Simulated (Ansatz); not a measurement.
# Stretching the linear Rh chain

Wanted: energy, moment and open channels of the linear Rh chain from 12 % compression to 30 % stretch.

Program: Ansatz 0.2.0. Level of theory: DFT PBEsol, plane waves, PAW; relaxation of a chain's period, in the first sound run; inputs show where later runs differ. Results are calculated unless marked as measured.

**1. The starting structure**

The cell holds 1 atom: 1 Rh. Its edges and angles: a = 7.500 Å, b = 7.500 Å, c = 2.641 Å, α = 90.0°, β = 90.0°, γ = 90.0°. Vacuum lies along a and b. The structure's axis is c.

**2. Relaxing the period**

Band widths follow the bond lengths, so the chain is relaxed first. The atoms and the third cell vector are free; the box across stays fixed as vacuum. Moments are seeded so that a magnetic state can form if it lies lower. A Fermi-Dirac smearing is set since the result may be a metal. The pressure printed is a third of the stress's trace over the whole box, vacuum included; only the stress along the axis is relaxed.

Input file input.yaml:

```yaml
crystal:
  lattice:
    - [7.5, 0.0, 0.0]
    - [0.0, 7.5, 0.0]
    - [0.0, 0.0, 2.6412]
  atoms:
    - { symbol: Rh, position: [0.5, 0.5, 0.0], spin: 1.0 }
magnetization:
  spin_polarized: true
kpoints:
  mp_grid: { grid: [1, 1, 31] }
scf:
  occupations: { method: fermi_dirac, width: 0.05 }
hamiltonian:
  xc: pbesol
relax:
  cell: { fix: [a, b, alpha, beta, gamma] }
  max_steps: 60
```

Launch:

```bash
$ ansatz run input.yaml --threads 4 --pin off --max-ram 8192MiB --backend cpu --events-out ev --progress --plain --runs-dir out
```

Planned after this: the chain at a fixed length, period over the relaxed period 0.88, k-mesh 1×1×42; at a set period, period over the relaxed period 0.92, k-mesh 1×1×40; at a set period, period over the relaxed period 0.96, k-mesh 1×1×38; at a set period, period over the relaxed period 1, k-mesh 1×1×37; the chain at a fixed length, period over the relaxed period 1.04, k-mesh 1×1×35; the chain at a fixed length, period over the relaxed period 1.08, k-mesh 1×1×34; at a set period, period over the relaxed period 1.13, k-mesh 1×1×33; at a set period, period over the relaxed period 1.2, k-mesh 1×1×31; at a set period, period over the relaxed period 1.3, k-mesh 1×1×28; side by side; the same system on other settings.

Q: Predict the conductance at period × 0.88 and conductance at period × 1.3.

In these runs no moment survives at the shortest period, and one is present from a factor of 0.92 on: longer bonds narrow the bands, which favours exchange splitting. The conductance goes from 4.53 G₀ at the shortest period to 2.86 G₀ at the longest, while the magnetic state changes too. Transport is coherent and elastic here: the atoms are frozen, so scattering by vibrations plays no part.

```
relaxed cell length              : 2.212 Å
conductance at period × 0.88     : 4.53 G₀
conductance at period × 1.0      : 4.87 G₀
conductance at period × 1.13     : 4.88 G₀
conductance at period × 1.3      : 2.86 G₀
absolute moment at period × 0.88 : 0 μB
absolute moment at period × 1.0  : 0.252 μB
absolute moment at period × 1.3  : 2.07 μB
```

No search over magnetic orders was made; another may lie lower. For the perfect chain only parallel moments were started; its antiparallel and spiral orders were not tested. Conductances of a perfect chain off the multiples of half a G0 come from band edges within the thermal window; the square box also splits pairs of bands that an isolated chain keeps degenerate, which moves such edges. The lead's cell of one atom keeps the chain straight and evenly spaced; a zigzag or dimerised form may lie lower.

[Logs are printed without paths, hosts, clocks, repeated set-up lines and the standing remarks that a program may print on its own settings, such as how far it seeks lower states.]

[Hosts, paths, dates, database ids (printed as entryN), source tags and the programs' standing remarks are cut or masked in the printed files.]
